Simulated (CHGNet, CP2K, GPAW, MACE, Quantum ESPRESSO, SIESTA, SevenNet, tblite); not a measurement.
# Running GaN(111) slab, H on both faces (54 atoms) with CP2K

How do the settings of CP2K change the result for GaN(111) slab, H on both faces (54 atoms)? A plane-wave run serves as the yardstick.

Method: the method is named at each step, in CP2K 2026.2.

## 1. The structure

The cell holds 54 atoms: 18 Ga, 18 N and 18 H. Its edges and angles: a = 9.546 Å, b = 9.546 Å, c = 17.828 Å, α = 90.0°, β = 90.0°, γ = 120.0°. It derives from GaN (zinc-blende). Zinc-blende GaN (a = 4.5 Å), (111) slab of 4 atomic planes, 3 x 3 surface cells, H on the broken bonds of both faces, 12 Å of vacuum; displaced by a Gaussian of 0.02 Å. Then every atom was moved at random, 0.02 Å r.m.s. a Cartesian component (hydrogen 0.6 of that). Regions: slab, 36 atoms (18 Ga and 18 N); hydrogen, 18 atoms (18 H). Vacuum lies along c.

The yardstick, on the same geometry:

```
method                                           : Kohn-Sham DFT, PBE, SSSP efficiency 1.3.0 pseudopotentials, plane waves (Quantum ESPRESSO 7.5); sssp-pbe-1.3.0-efficiency, cutoffs 70/560 Ry, Γ point
r.m.s. force component                           : 1.159 eV/Å
longest force                                    : 4.334 eV/Å
gap (highest filled to lowest empty level) : 1.524 eV
time                                             : 27 min on 1 thread of Arm Neoverse V2, shared host
CPU time                                         : 27 min
```

## 2. PBE, TZVP-UZH, 800/50 Ry, diagonalisation

Method: Kohn-Sham DFT, PBE, GTH-PBE pseudopotentials, Gaussian and plane waves, TZVP-MOLOPT (UZH set), diagonalisation.

Contents of input.inp:

```
&GLOBAL
  PROJECT cell
  RUN_TYPE ENERGY_FORCE
  PRINT_LEVEL LOW
&END GLOBAL
&FORCE_EVAL
  METHOD QS
  &DFT
    BASIS_SET_FILE_NAME BASIS_MOLOPT_UZH
    POTENTIAL_FILE_NAME POTENTIAL_UZH
    &MGRID
      CUTOFF 800
      REL_CUTOFF 50
      NGRIDS 5
    &END MGRID
    &QS
      EPS_DEFAULT 1.0E-12
    &END QS
    &SCF
      SCF_GUESS ATOMIC
      EPS_SCF 5.0E-06
      MAX_SCF 200
      ADDED_MOS 30
      &DIAGONALIZATION
        ALGORITHM STANDARD
      &END DIAGONALIZATION
      &SMEAR ON
        METHOD FERMI_DIRAC
        ELECTRONIC_TEMPERATURE [K] 580
      &END SMEAR
      &MIXING
        METHOD BROYDEN_MIXING
        ALPHA 0.2
        NBROYDEN 12
        BETA 0.05
      &END MIXING
      &PRINT
        &RESTART OFF
        &END RESTART
      &END PRINT
    &END SCF
    &XC
      &XC_FUNCTIONAL PBE
      &END XC_FUNCTIONAL
    &END XC
    &PRINT
      &MULLIKEN ON
      &END MULLIKEN
      &HIRSHFELD ON
        SHAPE_FUNCTION DENSITY
      &END HIRSHFELD
      &MO ON
        EIGENVALUES T
        OCCUPATION_NUMBERS T
        MO_INDEX_RANGE 160 183
        &EACH
          QS_SCF 0
        &END EACH
        ADD_LAST NUMERIC
      &END MO
    &END PRINT
  &END DFT
  &SUBSYS
    &CELL
      A 9.54594 0.00000 0.00000
      B -4.77297 8.26703 0.00000
      C 0.00000 0.00000 17.82760
    &END CELL
    &COORD
      SCALED
      Ga 0.44392 0.88739 0.43157
      N 0.33501 0.66831 0.39198
      Ga 0.22484 0.78200 0.57515
      N 0.44661 0.88522 0.53847
      Ga 0.44559 0.55245 0.43034
      N 0.33458 0.33634 0.39509
      Ga 0.22693 0.45147 0.57663
      N 0.44038 0.55462 0.53763
      Ga 0.77556 0.88925 0.43182
      N 0.66515 0.66501 0.39220
      Ga 0.56061 0.77995 0.57796
      N 0.78043 0.89199 0.54065
      Ga 0.44743 0.22646 0.42768
      N 0.33659 0.99935 0.39170
      Ga 0.21576 0.10313 0.57369
      N 0.45290 0.22252 0.53894
      Ga 0.77666 0.55741 0.42988
      N 0.66414 0.33148 0.38947
      Ga 0.55123 0.44357 0.57582
      N 0.77701 0.55072 0.54388
      Ga 0.11117 0.89067 0.42755
      N 0.00035 0.66782 0.39428
      Ga 0.88908 0.77761 0.57698
      N 0.10519 0.88620 0.54129
      Ga 0.77703 0.21848 0.42962
      N 0.66991 0.00144 0.39420
      Ga 0.55757 0.11415 0.57476
      N 0.77236 0.21468 0.54035
      Ga 0.11695 0.56142 0.43055
      N 0.01206 0.33724 0.39279
      Ga 0.89412 0.44602 0.57511
      N 0.10885 0.55524 0.53976
      Ga 0.10404 0.21645 0.43176
      N 0.99582 0.00105 0.39504
      Ga 0.88717 0.11093 0.57293
      N 0.10782 0.22440 0.53901
      H 0.32986 0.66733 0.33822
      H 0.21988 0.77537 0.66293
      H 0.33301 0.32910 0.33642
      H 0.22063 0.44528 0.66320
      H 0.67028 0.67019 0.33628
      H 0.55619 0.78287 0.66529
      H 0.33358 0.00061 0.33662
      H 0.21977 0.11042 0.66139
      H 0.66882 0.33395 0.33656
      H 0.55704 0.44190 0.66345
      H 0.99694 0.66565 0.33758
      H 0.88710 0.77784 0.66262
      H 0.66236 0.99907 0.33552
      H 0.55211 0.10959 0.66350
      H 0.99959 0.33047 0.33665
      H 0.89477 0.45038 0.66364
      H 0.99663 0.00139 0.33307
      H 0.88697 0.10811 0.66277
    &END COORD
    &KIND Ga
      BASIS_SET TZVP-MOLOPT-PBE-GTH-q13
      POTENTIAL GTH-PBE-q13
    &END KIND
    &KIND N
      BASIS_SET TZVP-MOLOPT-PBE-GTH-q5
      POTENTIAL GTH-PBE-q5
    &END KIND
    &KIND H
      BASIS_SET TZVP-MOLOPT-PBE-GTH-q1
      POTENTIAL GTH-PBE-q1
    &END KIND
  &END SUBSYS
  &PRINT
    &FORCES ON
    &END FORCES
  &END PRINT
&END FORCE_EVAL
```

The run is started by

```
$ OMP_NUM_THREADS=2 cp2k.psmp -i input.inp > output.txt
```

Numbers of over 12 decimals in the logs are rounded to 6 here.

The program printed:

```text
CP2K| version string:                                       CP2K version 2026.2
 CP2K| Input file name                                                 input.inp
 GLOBAL| Basis set file name                                    BASIS_MOLOPT_UZH
 GLOBAL| Potential file name                                       POTENTIAL_UZH
 GLOBAL| Run type                                                   ENERGY_FORCE
 GLOBAL| Total number of message passing processes                             1
 GLOBAL| Number of threads for this process                                    2
 TOTAL NUMBERS AND MAXIMUM NUMBERS
  Total number of            - Atomic kinds:                                   3
                             - Atoms:                                         54
                             - Shell sets:                                    54
                             - Shells:                                       378
                             - Primitive Cartesian functions:                288
                             - Cartesian basis functions:                   1152
                             - Spherical basis functions:                   1026
  Maximum angular momentum of- Orbital basis functions:                        3
                             - Local part of the GTH pseudopotential:          2
                             - Non-local part of the GTH pseudopotential:      4
 SCF PARAMETERS         Density guess:                                    ATOMIC
                        max_scf:                                             200
                        eps_scf:                                        5.00E-06
                        added MOs                                        30    0
                        Mixing method:                            BROYDEN_MIXING
                                                charge density mixing in g-space
                        Smear method:                                FERMI_DIRAC
                        Electronic temperature [K]:                        580.0
                        Electronic temperature [a.u.]:                  1.84E-03
                        Accuracy threshold:                             1.00E-10
 Extrapolation method: initial_guess
 Number of electrons:                                                        342
 Number of occupied orbitals:                                                171
 Number of molecular orbitals:                                               201
 Number of orbital functions:                                               1026
 Number of independent orbital functions:                                   1026
 SCF WAVEFUNCTION OPTIMIZATION
  Step     Update method      Time    Convergence         Total energy    Change
     1 NoMix/Diag. 0.20E+00    7.3     1.59875602     -1533.7107324945 -1.53E+03
     2 Broy./Diag. 0.20E+00   10.6     0.26769337     -1504.9274141410  2.88E+01
     3 Broy./Diag. 0.20E+00   10.7     0.16845171     -1523.2372037352 -1.83E+01
     4 Broy./Diag. 0.20E+00   10.8     0.08295625     -1532.2996538161 -9.06E+00
[...]
14 Broy./Diag. 0.20E+00   11.8     0.00000764     -1532.6775258334 -1.51E-04
    15 Broy./Diag. 0.20E+00   11.9     0.00000354     -1532.6774135115  1.12E-04
  *** SCF run converged in    15 steps ***
  Electronic density on regular grids:       -341.9999999942        0.0000000058
  Core density on regular grids:              341.9999999997       -0.0000000003
  Total charge density on r-space grids:        0.0000000055
  Total charge density g-space grids:           0.0000000055
  Overlap energy of the core charge distribution:               3.11549e-06
  Self energy of the core charge distribution:              -2223.858524
  Core Hamiltonian energy:                                    669.474418
  Hartree energy:                                             258.722009
  Exchange-correlation energy:                               -237.015320
  Electronic entropic energy:                                  -1.044e-08
  Fermi energy:                                                -0.025838
  Total energy:                                             -1532.677414
  Total energy (extrapolated to T->0):                      -1532.677414
 MO| EIGENVALUES AND OCCUPATION NUMBERS
 MO|
 MO|  Index      Eigenvalue [a.u.]        Eigenvalue [eV]             Occupation
 MO|    160              -0.091630              -2.493373               2.000000
 MO|    161              -0.087014              -2.367764               2.000000
 MO|    162              -0.076597              -2.084310               2.000000
[...]
MO|    182               0.111337               3.029623               0.000000
 MO|    183               0.113756               3.095459               0.000000
 MO| Sum:                                                             342.000000
 MO| E(Fermi):           -0.025838 a.u.         -0.703077 eV
 !-----------------------------------------------------------------------------!
                     Mulliken Population Analysis
 #  Atom  Element  Kind  Atomic population                           Net charge
       1     Ga       1         11.965790                              1.034210
       2     N        2          5.916206                             -0.916206
       3     Ga       1         12.247009                              0.752991
[...]
53     H        3          0.810078                              0.189922
      54     H        3          1.056311                             -0.056311
 # Total charge                            342.000000                 -0.000000
 !-----------------------------------------------------------------------------!
 !-----------------------------------------------------------------------------!
                           Hirshfeld Charges
  #Atom  Element  Kind  Ref Charge     Population                    Net charge
      1       Ga     1      13.000         12.596                         0.404
      2       N      2       5.000          5.336                        -0.336
      3       Ga     1      13.000         12.675                         0.325
[...]
53       H      3       1.000          0.915                         0.085
     54       H      3       1.000          1.120                        -0.120
  Total Charge                                                           -0.000
 !-----------------------------------------------------------------------------!
 ENERGY| Total FORCE_EVAL ( QS ) energy [hartree]          -1532.677425
 FORCES| Atomic forces [hartree/bohr]
 FORCES|   Atom     x               y               z               |f|
 FORCES|      1  4.82269053E-03  1.64025964E-03  1.52018550E-02   1.60326290E-02
 FORCES|      2  8.46926459E-03  4.93372693E-04  5.44092094E-02   5.50666317E-02
 FORCES|      3  1.36280381E-03 -8.38352770E-03  3.24194760E-02   3.35136270E-02
[...]
FORCES|     53 -2.15816813E-03  5.71320335E-04  4.21662691E-02   4.22253283E-02
 FORCES|     54  5.17197804E-05  5.64376617E-04 -7.67618509E-03   7.69707824E-03
 FORCES| Sum    -1.18763262E-03  2.39089276E-04  1.43274683E-03
 FORCES| Total atomic force                                       1.87627247E-03
```

Elapsed: 3.2 min, on 2 threads of Arm Neoverse V2, shared host; peak memory 8.1 GiB.

Banners, paths, timers and routine set-up lines are dropped from the logs unmarked, and long logs keep their key lines alone; longer cuts are marked.

Compared with the plane-wave run:

| Property | Result |
| --- | --- |
| r.m.s. force component | 1.18 eV/Å |
| r.m.s. difference of force components | 45.23 meV/Å |
| longest difference of force vectors | 166.5 meV/Å |
| force difference over r.m.s. force | 3.902 % |
| slope of forces against the reference's | 1.018 |
| correlation of force components | 0.9994 |
| gap (highest filled to lowest empty level) | 1.646 eV |
| gap difference | 0.1223 eV |

Length of the force difference by element (eV/Å):

```
element  atoms   mean  most
     Ga     18  0.062  0.12
      H     18  0.082  0.17
      N     18  0.051  0.11
```

Levels nearest the highest filled one (eV from it): -0.96, -0.84, -0.55, -0.46, -0.44, -0.38, -0.33, -0.25, -0.23, -0.13, -0.08, 0.00, 1.65, 3.44, 3.56, 3.61, 3.63, 3.72, 3.77, 3.83, 4.16, 4.47, 4.56, 4.63.

A closer look about H54, whose charge lies farthest from its element's mean: 11 atoms, nearest first, numbered in the order of the input, with positions taken from that point.

| atom | x | y | z | distance (Å) | bonds | Hirshfeld charge (e) | Fx | Fy | Fz (eV/Å) |
| --- | --- | --- | --- | --- | --- | --- | --- | --- | --- |
| H54 | 0.00 | 0.00 | 0.00 | 0.00 | 1 | -0.12 | 0.00 | 0.03 | -0.39 |
| Ga35 | -0.01 | 0.02 | -1.60 | 1.60 | 4 | 0.31 | 0.25 | 0.31 | 2.81 |
| N12 | 0.01 | -1.79 | -2.18 | 2.82 | 4 | -0.36 | 0.05 | -0.90 | -2.38 |
| N28 | -1.60 | 0.88 | -2.18 | 2.85 | 4 | -0.36 | 0.45 | 1.34 | -2.74 |
| N36 | 1.55 | 0.96 | -2.21 | 2.86 | 4 | -0.37 | 0.77 | 0.03 | -1.65 |
| H42 | -1.61 | -2.69 | 0.04 | 3.13 | 1 | -0.10 | 0.05 | -0.10 | -0.04 |
| H48 | 1.58 | -2.73 | 0.00 | 3.15 | 1 | -0.11 | -0.03 | 0.02 | 0.52 |
| H44 | 3.17 | 0.02 | -0.02 | 3.17 | 1 | -0.11 | 0.04 | 0.03 | -0.02 |
| H40 | 1.58 | 2.79 | 0.01 | 3.20 | 1 | -0.11 | 0.05 | 0.03 | 0.20 |
| H50 | -3.20 | 0.01 | 0.01 | 3.20 | 1 | -0.12 | 0.03 | -0.05 | -0.23 |
| H52 | -1.56 | 2.83 | 0.02 | 3.23 | 1 | -0.12 | 0.06 | -0.12 | -0.17 |

Forces lie 3.9 % from the reference's, at 0.21 times its CPU time (on 2 against 1 cores).

## 3. PBE, DZVP-MOLOPT (SR for Ga), 800/50 Ry, diagonalisation

Method: Kohn-Sham DFT, PBE, GTH-PBE pseudopotentials, Gaussian and plane waves, DZVP-MOLOPT-GTH, diagonalisation.

Changes to input.inp since step 2:

```diff
@@ -8,4 +8,4 @@
   &DFT
-    BASIS_SET_FILE_NAME BASIS_MOLOPT_UZH
-    POTENTIAL_FILE_NAME POTENTIAL_UZH
+    BASIS_SET_FILE_NAME BASIS_MOLOPT
+    POTENTIAL_FILE_NAME GTH_POTENTIALS
     &MGRID
@@ -68,8 +68,8 @@
     &END CELL
-    &COORD
-      SCALED
-[... 54 atom lines left out: the same atoms as in the first run ...]
-    &END COORD
+    &TOPOLOGY
+      COORD_FILE_NAME structure.xyz
+      COORD_FILE_FORMAT XYZ
+    &END TOPOLOGY
     &KIND Ga
-      BASIS_SET TZVP-MOLOPT-PBE-GTH-q13
+      BASIS_SET DZVP-MOLOPT-SR-GTH-q13
       POTENTIAL GTH-PBE-q13
@@ -77,3 +77,3 @@
     &KIND N
-      BASIS_SET TZVP-MOLOPT-PBE-GTH-q5
+      BASIS_SET DZVP-MOLOPT-GTH-q5
       POTENTIAL GTH-PBE-q5
@@ -81,3 +81,3 @@
     &KIND H
-      BASIS_SET TZVP-MOLOPT-PBE-GTH-q1
+      BASIS_SET DZVP-MOLOPT-GTH-q1
       POTENTIAL GTH-PBE-q1
```

Contents of structure.xyz:

```xyz
54

Ga 0.00215 7.33608 7.69386
N 0.00816 5.52494 6.98806
Ga -1.58615 6.46482 10.25354
N 0.03818 7.31814 9.59963
Ga 1.61675 4.56712 7.67193
N 1.58854 2.78053 7.04351
Ga 0.01141 3.73232 10.27993
N 1.55666 4.58506 9.58465
Ga 3.15909 7.35146 7.69831
N 3.17541 5.49766 6.99198
Ga 1.62887 6.44787 10.30364
N 3.19250 7.37411 9.63849
Ga 3.19025 1.87215 7.62451
N -1.55680 8.26166 6.98307
Ga 1.56740 0.85258 10.22752
N 3.26127 1.83958 9.60801
Ga 4.75345 4.60813 7.66373
N 4.75770 2.74036 6.94332
Ga 3.14486 3.66701 10.26549
N 4.78872 4.55282 9.69608
[... 30 atom lines left out ...]
H 7.96470 2.73201 6.00166
H 6.39177 3.72330 11.83111
H 9.50714 0.01149 5.93784
H 7.95096 0.89375 11.81560
```

The program printed:

```text
CP2K| version string:                                       CP2K version 2026.2
 CP2K| Input file name                                                 input.inp
 GLOBAL| Basis set file name                                        BASIS_MOLOPT
 GLOBAL| Potential file name                                      GTH_POTENTIALS
[... lines left out ...]
                        Smear method:                                FERMI_DIRAC
[... lines left out ...]
 Number of electrons:                                                        342
[... lines left out ...]
  Step     Update method      Time    Convergence         Total energy    Change
[... lines left out ...]
  *** SCF run converged in    15 steps ***
[... lines left out ...]
  Fermi energy:                                                -0.021716
  Total energy:                                             -1532.501918
  Total energy (extrapolated to T->0):                      -1532.501918
[... lines left out ...]
 MO| E(Fermi):           -0.021716 a.u.         -0.590921 eV
[... lines left out ...]
     54       H      3       1.000          1.121                        -0.121
  Total Charge                                                           -0.000
 !-----------------------------------------------------------------------------!
 ENERGY| Total FORCE_EVAL ( QS ) energy [hartree]          -1532.501944
 FORCES| Atomic forces [hartree/bohr]
 FORCES|   Atom     x               y               z               |f|
 FORCES|      1  4.82513429E-03  1.51572017E-03  1.58128632E-02   1.66019870E-02
 FORCES|      2  8.59971644E-03  5.39697561E-04  5.57682268E-02   5.64299700E-02
 FORCES|      3  1.42556763E-03 -8.42650841E-03  3.28619730E-02   3.39550814E-02
[...]
FORCES|     53 -2.16161194E-03  5.92510675E-04  4.27941811E-02   4.28528363E-02
 FORCES|     54  4.52077663E-05  5.67174698E-04 -7.37898390E-03   7.40088740E-03
 FORCES| Sum    -1.11998442E-03  2.30143005E-04  1.47342620E-03
 FORCES| Total atomic force                                       1.86502431E-03
```

The job ended after 6.1 min (2 threads; peak memory 8.1 GiB; 11 min of CPU time).

Compared with the plane-wave run:

* r.m.s. force component: 1.202 eV/Å
* r.m.s. difference of force components: 61.37 meV/Å
* longest difference of force vectors: 294.7 meV/Å
* force difference over r.m.s. force: 5.294 %
* slope of forces against the reference's: 1.036
* correlation of force components: 0.9993
* gap (highest filled to lowest empty level): 1.825 eV
* gap difference: 0.3006 eV

Against the first run (3.9 %), the force difference from the reference is 5.3 %, at 2.0 times the CPU time, with 774 basis functions against 1026; this set comes with other potentials too, so the change isn't the basis's alone.

## 4. The ladder

Differences are against the plane-wave reference, forces as r.m.s. over components; share is that over the reference's r.m.s. force, slope the least-squares factor from reference forces to these. Total energies of different programs have different zeros and aren't compared.

| run | Δ force, r.m.s. (meV/Å) | share (%) | slope | Δ gap (eV) | cores | CPU time | memory (GiB) |
| --- | --- | --- | --- | --- | --- | --- | --- |
| reference | - | - | - | - | 1 | 27 min | 4.7 |
| CP2K PBE, TZVP-UZH, 800/50 Ry, diagonalisation | 45.2 | 3.90 | 1.018 | 0.122 | 2 | 5.7 min | 8.1 |
| CP2K PBE, DZVP-MOLOPT (SR for Ga), 800/50 Ry, diagonalisation | 61.4 | 5.29 | 1.036 | 0.301 | 2 | 11 min | 8.1 |

CPU time is summed over cores on a shared host, where runs went side by side, so it is rough. Symmetry, cutoffs, thresholds, outputs and thread counts weren't matched or tuned between programs; memory under MPI is the largest rank's times the ranks.

Mean charges by element (e), by run and scheme:

```
                                                          run     scheme     Ga      N      H
               CP2K PBE, TZVP-UZH, 800/50 Ry, diagonalisation   Mulliken  +0.89  -0.96  +0.07
               CP2K PBE, TZVP-UZH, 800/50 Ry, diagonalisation  Hirshfeld  +0.36  -0.35  -0.02
CP2K PBE, DZVP-MOLOPT (SR for Ga), 800/50 Ry, diagonalisation   Mulliken  +0.45  -0.47  +0.02
CP2K PBE, DZVP-MOLOPT (SR for Ga), 800/50 Ry, diagonalisation  Hirshfeld  +0.36  -0.35  -0.02
```

## 5. Summary of results

* nearest in forces: CP2K PBE, TZVP-UZH, 800/50 Ry, diagonalisation, 3.9 %
* its CPU time: 5.7 min

The PBE runs in local orbitals differ by 3.9 % (CP2K PBE, TZVP-UZH, 800/50 Ry, diagonalisation) to 5.3 % (CP2K PBE, DZVP-MOLOPT (SR for Ga), 800/50 Ry, diagonalisation); basis, grid and potentials can all enter. Of the electronic-structure runs that take under half the reference's CPU time, CP2K PBE, TZVP-UZH, 800/50 Ry, diagonalisation comes nearest, at 3.9 % in 5.7 min against 27 min. At the same functional, gaps differ from the reference's 1.52 eV by between +0.12 and +0.30 eV. These are spacings on the run's k-points, which needn't hold the band edges. Charges hang on scheme and program or settings: among these rows the mean for N runs from -0.96 to -0.35 e. With short bonds to hydrogen, sets of potentials differ among themselves by several per cent in forces even at converged cutoffs, so the reference isn't exact here either. Caps of real hydrogen don't mimic the fractional bonds of a polar compound, so surface states and strained caps may belong to the model. The electronic-structure runs sample only Γ, in a cell whose shortest periodic width is 8 Å.

[Also dropped from logs without a mark: logging warnings of Python, and SIESTA's first energy breakdown and zero terms.]

[Logs are printed without paths, hosts, clocks, repeated set-up lines and the standing remarks that a program may print on its own settings, such as how far it seeks lower states.]

[Hosts, paths, dates, database ids (printed as entryN), source tags and the programs' standing remarks are cut or masked in the printed files.]
